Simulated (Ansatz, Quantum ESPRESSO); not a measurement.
# LiF, rock salt type, strained in the (001) plane: the gap on the mesh at a withheld member of a series

Method. Quantum ESPRESSO 7.5, PBE, GBRV ultrasoft. The cubic cell is relaxed first; each member is held at its strain in the plane while the axis along [001] relaxes. pwcond (ikind = 0) gives the complex bands along [001] at three points across. Fixed occupations. The series steps biaxial strain in the plane.

| biaxial strain in the plane | gap on the mesh (eV) |
| --- | --- |
| -4 % | 9.087 |
| -3 % | 9.025 |
| -2 % | 8.961 |
| -1 % | 8.891 |
| 0 % | 8.820 |
| 1 % | 8.708 |
| 2 % | 8.590 |
| 3 % | 8.472 |

**Question.** What is the gap on the mesh at 4 %?

**Worked estimate.** The rows at 2 % and 3 % give a slope of (8.472 − (8.590))/(3 − (2)) = −0.118, so a straight line gives 8.354 eV. A parabola through these and the row at 1 % gives 8.354 eV.

**Check.** 8.355 eV. The line misses by −0.001 and the parabola by −0.001 eV. Both misses are under 5 % of the step from the nearer row.

Caveats: Atoms keep their symmetric sites, so polar or tilted distortions are left out; semilocal gaps and decay constants are too small; no spin-orbit coupling; three points across.
